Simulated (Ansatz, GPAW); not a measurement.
## 1T-IrSTe monolayer: converging a work function

Aim: the settings at which the work function of 1T-IrSTe monolayer stops moving.

Calculated with GPAW 26.7.0 and Ansatz 0.2.0; Ansatz plane waves; layer without images along its normal, relaxation of atoms and in-plane cell, in the first sound run; inputs show where later runs differ.

## 1. Set-up

The cell holds 3 atoms: 1 Te, 1 Ir and 1 S. Its edges and angles: a = 3.581 Å, b = 3.581 Å, c = 18.782 Å, α = 90.0°, β = 90.0°, γ = 120.0°. Vacuum lies along c.

Coordinates:

```cif
data_structure
_symmetry_space_group_name_H-M 'P 1'
_symmetry_Int_Tables_number 1
_cell_length_a 3.5811
_cell_length_b 3.5811
_cell_length_c 18.7816
_cell_angle_alpha 90.000
_cell_angle_beta 90.000
_cell_angle_gamma 120.000
_cell_volume 208.59
loop_
_atom_site_label
_atom_site_type_symbol
_atom_site_fract_x
_atom_site_fract_y
_atom_site_fract_z
_atom_site_occupancy
Te1 Te 0.66667 0.33333 0.42595 1
Ir2 Ir 0.00000 0.00000 0.51582 1
S3 S 0.33333 0.66667 0.57405 1
```

## 2. Relaxing the atoms

The atoms are relaxed first, since the surface dipole, and with it the work function, follows the positions of the outer layers.

input.yaml

```yaml
crystal:
  lattice:
    - [3.581057, 0.0, 0.0]
    - [-1.7905285, 3.1012863344, 0.0]
    - [0.0, 0.0, 18.78160865]
  atoms:
    - { symbol: Te, position: [0.6666666667, 0.3333333333, 0.4259486048] }
    - { symbol: Ir, position: [0.0, 0.0, 0.5158168301], spin: 1.0 }
    - { symbol: S, position: [0.3333333333, 0.6666666667, 0.5740513952] }
  periodic: [true, true, false]
magnetization:
  spin_polarized: true
kpoints:
  mp_grid: { grid: [9, 9, 1] }
hamiltonian:
  xc: pbe
scf:
  occupations: { method: fermi_dirac, width: 0.05 }
relax:
  f_tol: 0.01
  max_steps: 90
  cell: {}
```

On the command line:

```console
$ ansatz run input.yaml --threads 4 --pin off --max-ram 8192MiB --backend cpu --events-out ev --progress --plain --runs-dir out
```

Numbers of over 12 decimals in the logs are rounded to 6 here.

Output:

```text
Warning: crystal.periodic: the lattice vector that does not repeat stood 0.000° off the slab's normal, 18.782 Å along it as the deck builds it. The run solves the slab on a vector along the normal, 29.363 Å long, with every atom where it was (on the deck's vector they left 16.00 Å outside them, and the widest stretch free of ions among them is 1.69 Å). A fractional position that the run reports is one of the run's ce [...]
crystal.periodic: the lattice vector that does not repeat stood 0.000° off the slab's normal, 18.782 Å along it as the deck builds it. The run solves the slab on a vector along the normal, 29.363 Å long, with every atom where it was (on the deck's vector they left 16.00 Å outside them, and the widest stretch free of ions among them is 1.69 Å). A fractional position that the run reports is one of the run's cell, which [...]
Engine: ansatz 0.2.0, x86_64-unknown-linux-gnu
Pseudopotentials: kind: paw
Pseudopotential: Te, paw, valence charge 16, recommended cutoff 420 eV (normal), Te.paw.azcp
Pseudopotential: Ir, paw, valence charge 17, recommended cutoff 420 eV (normal), Ir.paw.azcp
Pseudopotential: S, paw, valence charge 6, recommended cutoff 420 eV (normal), S.paw.azcp
Functional definition: PBE
  parameter kappa = 0.804
  parameter beta = 0.066725
  exchange = pbe_x(kappa = kappa, mu = beta*pi^2/3)
  correlation = pbe_c(beta = beta)
Crystal: 3 atoms, lattice volume = 326.104 Å³
Basis set: ecut = 420 eV, 6285 PW (Γ), exchange–correlation on 48×48×400 points (8 copies of the dense FFT grid, shifted against one another)
Bands: 24, of which v1, the nominal top of the filled ones, is band 20 counted from 1 (19 counted from 0)
Symmetry: 6 space group operations
Space group: P3m1 (ITA 156), of the structure as read, at distance tolerance 6.9e-5 Å
Magnetic group: BNS 156.49 (UNI 1279), of the structure as read, at distance tolerance 6.9e-5 Å
k-points: 12 of 81 (time reversal used)
Non-local potential: Te, projectors of the file, l = 0: 2, l = 1: 2, l = 2: 2, l = 3: 2
Non-local potential: Ir, projectors of the file, l = 0: 3, l = 1: 2, l = 2: 2, l = 3: 1
Non-local potential: S, projectors of the file, l = 0: 2, l = 1: 2, l = 2: 2
PAW form: soft (Blöchl's): semilocal exchange-correlation on the pseudo side does not see the compensation charge
PAW one-centre angular grid: Te, 590 points (default); XC on 64 Gauss nodes
PAW one-centre angular grid: Ir, 590 points (default); XC on 64 Gauss nodes
PAW one-centre angular grid: S, 110 points (default); XC on 64 Gauss nodes
Initial density: superposition of atomic densities (neutral atoms: chi_scale 0, normalization atom)
Starting moments: Σ|m| = 1 μB on 1 of 3 sites
Initial wavefunctions: pseudopotential atomic-orbital guess
Functional: x = pbe(κ = 0.804, μ = 0.219515), c = pbe(β = 0.066725)
SCF iter   1: F=—  HF=-19817.128529 eV  |F-HF|=—  |Δ(HF+E_count)|=         —  Δρ=1.10e-2 (↑1.10e-2 ↓1.01e-2)  dr2=2.35e0  dr2_m=5.45e-2  M=0.663 μB ∫|m|=0.692 μB  β_m=0.30  ethr=3.10e-3  ⟨swp⟩=16.0  Hψ=4999  notcnv=0
Mixer restart at iter 1: flushing history
preconditioner: auto → LDOS  [metal: Δε(μ)=0.085 eV  Ē_g=8.739 eV  σ=0.050 eV  W_gap=0.40  n_scr=16 (ndim 8)  ℏωp=9.4 eV  f_vac=0.766  D(μ)=2.35/eV (n_scr^D=10)]
spin=Collinear: LDOS preconditioning applied to the charge; magnetization (m = ρ↑ − ρ↓) channel mixes plain (no charge-response kernel on spin).
SCF iter   2: F=—  HF=-19817.316773 eV  |F-HF|=—  |Δ(HF+E_count)|=   1.88e-1  Δρ=8.27e-3 (↑8.27e-3 ↓7.69e-3)  dr2=1.07e0  dr2_m=4.40e-2  M=0.563 μB ∫|m|=0.590 μB  β_m=0.58  ethr=3.10e-3  ⟨swp⟩=3.1  Hψ=899  notcnv=0
SCF iter   3: F=—  HF=-19817.669292 eV  |F-HF|=—  |Δ(HF+E_count)|=   3.53e-1  Δρ=3.04e-3 (↑3.04e-3 ↓2.19e-3)  dr2=6.27e-2  dr2_m=1.61e-2  M=0.291 μB ∫|m|=0.313 μB  β_m=0.73  ethr=2.74e-3  ⟨swp⟩=4.3  Hψ=1081  notcnv=0
SCF iter   4: F=—  HF=-19817.725081 eV  |F-HF|=—  |Δ(HF+E_count)|=         —  Δρ=1.90e-3 (↑1.90e-3 ↓1.69e-3)  dr2=2.58e-3  dr2_m=9.03e-3  M=0.064 μB ∫|m|=0.075 μB  β_m=0.73  ethr=1.61e-4  ⟨swp⟩=3.5  Hψ=1418  notcnv=0
SCF iter   5: F=—  HF=-19817.725975 eV  |F-HF|=—  |Δ(HF+E_count)|=   8.95e-4  Δρ=5.48e-4 (↑5.48e-4 ↓5.38e-4)  dr2=1.89e-4  dr2_m=7.59e-4  M=0.029 μB ∫|m|=0.034 μB  β_m=0.86  ethr=6.61e-6  ⟨swp⟩=3.5  Hψ=1415  notcnv=0
SCF iter   6: F=—  HF=-19817.726504 eV  |F-HF|=—  |Δ(HF+E_count)|=   5.29e-4  Δρ=1.22e-4 (↑1.18e-4 ↓1.22e-4)  dr2=3.49e-5  dr2_m=3.55e-5  M=0.009 μB ∫|m|=0.011 μB  β_m=0.90  ethr=4.84e-7  ⟨swp⟩=3.2  Hψ=1381  notcnv=0
SCF iter   7: F=—  HF=-19817.726553 eV  |F-HF|=—  |Δ(HF+E_count)|=   4.90e-5  Δρ=4.69e-5 (↑4.19e-5 ↓4.69e-5)  dr2=1.73e-5  dr2_m=3.73e-6  M=0.003 μB ∫|m|=0.004 μB  β_m=0.88  ethr=8.94e-8  ⟨swp⟩=3.2  Hψ=1357  notcnv=0
SCF iter   8: F=—  HF=-19817.726558 eV  |F-HF|=—  |Δ(HF+E_count)|=   4.54e-6  Δρ=1.42e-5 (↑1.42e-5 ↓1.34e-5)  dr2=1.83e-6  dr2_m=2.40e-7  M=0.001 μB ∫|m|=0.001 μB  β_m=0.80  ethr=4.44e-8  ⟨swp⟩=2.8  Hψ=1173  notcnv=0
SCF iter   9: F=—  HF=-19817.726558 eV  |F-HF|=—  |Δ(HF+E_count)|=   1.48e-7  Δρ=5.06e-6 (↑3.35e-6 ↓5.06e-6)  dr2=1.13e-7  dr2_m=3.62e-8  M=0.000 μB ∫|m|=0.000 μB  β_m=0.81  ethr=4.69e-9  ⟨swp⟩=3.3  Hψ=1319  notcnv=0
SCF iter  10: F=—  HF=-19817.726558 eV  |F-HF|=—  |Δ(HF+E_count)|=   8.35e-8  Δρ=1.83e-6 (↑1.83e-6 ↓1.76e-6)  dr2=1.63e-8  dr2_m=7.18e-9  M=0.000 μB ∫|m|=0.000 μB  β_m=0.84  ethr=2.91e-10  ⟨swp⟩=3.4  Hψ=1328  notcnv=0
SCF iter  11: F=—  HF=-19817.726558 eV  |F-HF|=—  |Δ(HF+E_count)|=   9.64e-8  Δρ=5.55e-7 (↑4.19e-7 ↓5.55e-7)  dr2=1.48e-9  dr2_m=5.58e-10  M=0.000 μB ∫|m|=0.000 μB  β_m=0.81  ethr=4.18e-11  ⟨swp⟩=3.6  Hψ=1382  notcnv=0
SCF iter  12: F=—  HF=-19817.726558 eV  |F-HF|=—  |Δ(HF+E_count)|=   9.11e-9  Δρ=1.81e-7 (↑1.42e-7 ↓1.81e-7)  dr2=1.42e-10  dr2_m=6.35e-11  M=0.000 μB ∫|m|=0.000 μB  β_m=0.90  ethr=3.79e-12  ⟨swp⟩=3.0  Hψ=1220  notcnv=0
SCF iter  13: F=-19817.726558 eV  HF=-19817.726558 eV  |F-HF|=2.07e-10  |Δ(HF+E_count)|=   1.00e-9  Δρ=4.50e-8 (↑4.10e-8 ↓4.50e-8)  dr2=4.79e-11  dr2_m=1.27e-12  M=0.000 μB ∫|m|=0.000 μB  ethr=1.00e-12  ⟨swp⟩=1.3  Hψ=1806  notcnv=0
WARN: the starting moments were not kept: the SCF closed with an absolute magnetisation of 2.9e-6 μB, where they sum to 1 μB in size (1 site). That is at most 0.1 of that sum. Measured as dr2_m measures the in/out step, that magnetisation stands 8.6e-13 eV from none, at or under the dr2_threshold of 1.0e-7 eV: it is no larger than a step whose dr2_m would equal this threshold. The system may hold no moment; this SCF  [...]
SCF 1 converged in 13 iterations: F = -19817.726558 eV  dr2 = 4.79e-11
[...]
relax step  12: F+E_penalty+E_count = -19817.76603334 eV  Δ(F+E_penalty+E_count) = +3.831e-3 eV  max|allowed force component| = 1.066e-1 eV/Å  Δτ_max = 0.0906 Å  P = -0.282 N/m  Ω = 353.695 Å³  energy of the carried Pulay correction = -1.119e-3 eV  fix = [c, alpha, beta]  (11 SCF iters, dr2 threshold 2.14e-8 eV, rejected (line search))
relax step  13: F+E_penalty+E_count = -19817.77016514 eV  Δ(F+E_penalty+E_count) = -3.006e-4 eV  max|allowed force component| = 1.632e-2 eV/Å  Δτ_max = 0.0138 Å  P = -0.005 N/m  Ω = 340.443 Å³  energy of the carried Pulay correction = -5.930e-4 eV  fix = [c, alpha, beta]  reactions: c -0.000 N/m  (13 SCF iters, accepted)
relax step  14: F+E_penalty+E_count = -19817.77002044 eV  Δ(F+E_penalty+E_count) = +1.447e-4 eV  max|allowed force component| = 6.407e-3 eV/Å  Δτ_max = 0.0365 Å  P = -0.065 N/m  Ω = 346.569 Å³  energy of the carried Pulay correction = -8.387e-4 eV  fix = [c, alpha, beta]  reactions: c -0.000 N/m  (9 SCF iters, dr2 threshold 1.66e-8 eV, accepted)
relax step  15: F+E_penalty+E_count = -19817.77031482 eV  Δ(F+E_penalty+E_count) = -2.944e-4 eV  max|allowed force component| = 6.605e-3 eV/Å  Δτ_max = 0.0187 Å  P = +0.001 N/m  Ω = 343.282 Å³  energy of the carried Pulay correction = -7.074e-4 eV  fix = [c, alpha, beta]  reactions: c +0.000 N/m  (8 SCF iters, dr2 threshold 6.38e-9 eV, accepted)
Basis set: ecut = 420 eV, 6711 PW (Γ), exchange–correlation on 50×50×400 points (8 copies of the dense FFT grid, shifted against one another)
Initial wavefunctions: pseudopotential atomic-orbital guess (no wavefunctions were taken with the density)
iter 1 solved again at ethr=1.99e-6 eV; its pass at ethr=3.10e-3 eV (dr2=7.77e-4 eV) is discarded
SCF iter   1: F=—  HF=-19817.767986 eV  |F-HF|=—  |Δ(HF+E_count)|=         —  Δρ=7.19e-5 (↑7.19e-5 ↓7.19e-5)  dr2=2.52e-6  dr2_m=1.60e-11  M=0.000 μB ∫|m|=0.000 μB  β_m=0.65  ethr=1.99e-6  ⟨swp⟩=4.2  Hψ=6740  notcnv=0
eigensolver tolerance schedule: the retry pair's looser diagonalisation over-reported the residual by 307.92 of it (diagonalisation noise at 0.25 of the residual, at the tolerance the schedule requests for it); recorded, not acted on — ethr = c·dr2/N_el stays at c = 1.0e-1
preconditioner: auto → LDOS  [metal: Δε(μ)=0.107 eV  Ē_g=8.266 eV  σ=0.050 eV  W_gap=0.49  n_scr=14 (ndim 8)  ℏωp=9.2 eV  f_vac=0.774  D(μ)=2.51/eV (n_scr^D=10)]
spin=Collinear: LDOS preconditioning applied to the charge; magnetization (m = ρ↑ − ρ↓) channel mixes plain (no charge-response kernel on spin).
SCF iter   2: F=—  HF=-19817.770338 eV  |F-HF|=—  |Δ(HF+E_count)|=   2.35e-3  Δρ=2.51e-5 (↑2.51e-5 ↓2.51e-5)  dr2=3.51e-7  dr2_m=2.64e-12  M=0.000 μB ∫|m|=0.000 μB  β_m=0.57  ethr=6.45e-9  ⟨swp⟩=4.2  Hψ=1726  notcnv=0
SCF iter   3: F=—  HF=-19817.770850 eV  |F-HF|=—  |Δ(HF+E_count)|=   5.12e-4  Δρ=6.36e-6 (↑6.36e-6 ↓6.36e-6)  dr2=3.02e-8  dr2_m=3.97e-13  M=0.000 μB ∫|m|=0.000 μB  β_m=0.65  ethr=9.00e-10  ⟨swp⟩=3.7  Hψ=1226  notcnv=0
SCF iter   4: F=—  HF=-19817.770917 eV  |F-HF|=—  |Δ(HF+E_count)|=   6.72e-5  Δρ=3.81e-7 (↑3.81e-7 ↓3.79e-7)  dr2=2.37e-9  dr2_m=5.06e-14  M=0.000 μB ∫|m|=0.000 μB  β_m=0.70  ethr=7.75e-11  ⟨swp⟩=3.8  Hψ=1302  notcnv=0
SCF iter   5: F=—  HF=-19817.770918 eV  |F-HF|=—  |Δ(HF+E_count)|=   3.90e-7  Δρ=1.37e-7 (↑1.37e-7 ↓1.36e-7)  dr2=5.42e-10  dr2_m=1.35e-14  M=0.000 μB ∫|m|=0.000 μB  β_m=0.70  ethr=6.08e-12  ⟨swp⟩=3.8  Hψ=1254  notcnv=0
SCF iter   6: F=—  HF=-19817.770938 eV  |F-HF|=—  |Δ(HF+E_count)|=   2.05e-5  Δρ=9.36e-8 (↑9.36e-8 ↓9.31e-8)  dr2=4.28e-10  dr2_m=2.43e-15  M=0.000 μB ∫|m|=0.000 μB  β_m=0.82  ethr=1.39e-12  ⟨swp⟩=5.8  Hψ=1814  notcnv=0
SCF iter   7: F=—  HF=-19817.770938 eV  |F-HF|=—  |Δ(HF+E_count)|=   2.75e-8  Δρ=3.32e-8 (↑3.32e-8 ↓3.31e-8)  dr2=2.12e-11  dr2_m=3.17e-16  M=0.000 μB ∫|m|=0.000 μB  β_m=0.88  ethr=1.10e-12  ⟨swp⟩=2.1  Hψ=792  notcnv=0
SCF iter   8: F=-19817.770938 eV  HF=-19817.770938 eV  |F-HF|=5.68e-10  |Δ(HF+E_count)|=   9.31e-9  Δρ=9.34e-9 (↑9.34e-9 ↓9.28e-9)  dr2=4.60e-12  dr2_m=6.02e-17  M=0.000 μB ∫|m|=0.000 μB  ethr=1.00e-12  ⟨swp⟩=7.7  Hψ=3311  notcnv=0
the starting moments were not kept: the SCF closed with an absolute magnetisation of 1.9e-8 μB, where they sum to 1 μB in size (1 site). That is at most 0.1 of that sum. Measured as dr2_m measures the in/out step, that magnetisation stands 3.6e-17 eV from none, at or under the dr2_threshold of 1.8e-11 eV: it is no larger than a step whose dr2_m would equal this threshold.
SCF 16 converged in 8 iterations: F = -19817.770938 eV  dr2 = 4.60e-12
relax step  16: F+E_penalty+E_count = -19817.77093842 eV  Δ(F+E_penalty+E_count) = -6.236e-4 eV  max|allowed force component| = 6.390e-3 eV/Å  Δτ_max = 0.0000 Å  P = -0.003 N/m  Ω = 343.282 Å³  fix = [c, alpha, beta]  reactions: c -0.000 N/m  stress off target by 3.15e-3 N/m on what of the cell is left free  SCF on the basis re-selected at this cell (its energy is not comparable with the rows above)  (8 SCF iters)
basis re-selected at this cell: Δ(F+E_penalty+E_count) = -6.236e-4 eV, ΔP = -0.004 N/m vs the last step (what re-selecting the basis moved, of the pressure what is left beyond the Pulay correction that the steps carried, after the strain that the cell walked since its last selection, with what the two solves' SCF thresholds leave and, on support functions, any second-order correction that the steps lacked; it is no measure of the basis error at this ecutwfc). The dense FFT grid was sized anew with the basis: this SCF ran on 25×25×200 points, the steps before it on 24×24×200, so part of this shift can come from that change (see relax.cell in the input reference). [rest of the remark cut]
SCF converged after 8 iterations
Magnetization: 0.0000 μB (19.5000 up, 19.5000 down)
Absolute magnetization: 0.0000 μB (∫|ρ↑−ρ↓|, with the PAW one-centre terms)
Spin contamination: 0.0000 ħ² per cell (⟨S²⟩ above its minimum at these occupations)
Per-site moments (μB) at R_I (Å): [(5.035567503822943e-9, 1.113392), (1.940690297832702e-9, 0.977508), (4.9314527900555206e-9, 0.977508)]
Free energy (F): -19817.770938 eV
Harris-Foulkes:  -19817.770938 eV  (|F-HF|=5.68e-10)
Internal energy: -19817.750100 eV  (E = F + TS)
E sigma→0 (E₀):  -19817.760519 eV
Entropy (-TS):   -0.020839 eV (-6.946 meV/atom)
Fermi energy:    -4.920059 eV
--- Per-component energies (eV) ---
  E_band       = -1146.239022
  E_kinetic    = 910.671701
  E_local      = -73947.318207  (includes V_loc(G=0)·N_el)
  E_nonlocal   = -208.348326
  E_hartree    = 36603.494504
  E_xc         = -488.404305
  E_vxc        = -490.351500  (∫ρ·V_xc dr)
  E_paw        = -14486.727082  (= ΣΔE_a)
  E_vpaw       = -617.882026  (= ΣTr[D̂ρ^β])
  E_aug_tail   = -0.000117  (compensation charges beyond the density's cutoff)
  E_ewald      = 31798.881733
  E_smearing   = -0.020839  (= −TS)
  E_closure    = 0.000000  (closes the sum)
  Σ components = -19817.770938   (vs F -19817.770938, Δ=0.00e0)
--- Forces (eV/Å), atoms counted from 1 ---
  atom   1  Te    -0.00000000     0.00000000     0.00488164
  atom   2  Ir     0.00000000     0.00000000    -0.00639036
  atom   3  S      0.00000000    -0.00000000     0.00150800
  max |Σ_I F_I| component: 7.26e-7 eV/Å
--- 2D stress c σ (N/m, compression-positive) ---
       -0.003146      -0.000000       0.000000
        0.000000      -0.003146      -0.000000
        0.000000      -0.000000      -0.000000
  P = ½ c Tr σ = -0.0031 N/m
--- Relaxed structure (15 steps of the walk, 11 accepted, 1 SCFs on fresh bases) ---
  F+E_penalty+E_count = -19817.77093842 eV   max|allowed force component| = 6.390e-3 eV/Å   (the final SCF, on the basis selected at the relaxed cell)
  cell:  # Å, volume = 343.2820 Å³
    - [3.674163, 0, 0]
    - [-1.837081, 3.181918, 0]
    - [0, 0, 29.363217]
  atoms:
    - { symbol: Te, position: [0.666667, 0.333333, 0.273304] }
    - { symbol: Ir, position: [2.215506526496798e-19, 0, 0.330143] }
    - { symbol: S, position: [0.333333, 0.666667, 0.366116] }
```

Wall time 63 s (4 threads of Intel Xeon Platinum 8488C (Sapphire Rapids), shared host); peak memory 0.78 GiB.

Step by step:

```tsv
step	energy less that of the first step (eV)	largest force component (eV/Å)	volume (Å³)
1	0.0000	0.7224	326.10
2	0.0027	0.6327	336.06
3	-0.0421	0.0467	329.51
4	-0.0423	0.0015	330.09
5	-0.0424	0.0122	330.43
6	-0.0424	0.0326	331.35
7	-0.0426	0.0856	335.51
8	-0.0075	0.1671	368.55
9	-0.0389	0.2825	336.92
10	-0.0430	0.0141	335.95
11	-0.0433	0.0185	337.88
12	-0.0395	0.1066	353.69
13	-0.0436	0.0163	340.44
14	-0.0435	0.0064	346.57
15	-0.0438	0.0066	343.28
16*	-0.0444	0.0064	343.28
```

Relaxation steps marked * repeat the geometry before them on a plane-wave basis chosen anew for their cell, so energy and pressure can jump there. Relaxation steps 2, 8, 9, 12 were tried and not accepted.

Forces are held to the 6 operations that the run works with; a distortion that breaks them can't arise in this run.

```tsv
cell as run	before	after	change
a (Å)	3.581	3.674	+2.6 %
b (Å)	3.581	3.674	+2.6 %
```

The atoms that moved most (Å, along periodic axes as changes of fractional coordinates times the final cell, across vacuum about the mean position):

```tsv
atom	dx	dy	dz	length
S3	0.000	0.000	-0.031	0.031
Te1	0.000	0.000	0.025	0.025
Ir2	0.000	0.000	0.006	0.006
```

The relaxed structure:

```xyz
3
Lattice="3.6742 0.0000 0.0000 -1.8371 3.1819 0.0000 0.0000 0.0000 29.3632" Properties=species:S:1:pos:R:3
Te    1.8371    1.0606    8.0251
Ir    0.0000    0.0000    9.6941
S     0.0000    2.1213   10.7503
```

This step gave:

```yaml
free_energy: -19817.7709 eV
smearing_term_ts: 0.02084 eV
symmetry_operations: 6
```

The relaxation lowered the energy of the cell by 0.0444 eV.

[end of part 1 of 3]

[Logs are printed without paths, hosts, clocks, repeated set-up lines and the standing remarks that a program may print on its own settings, such as how far it seeks lower states.]

[Hosts, paths, dates, database ids (printed as entryN), source tags and the programs' standing remarks are cut or masked in the printed files.]
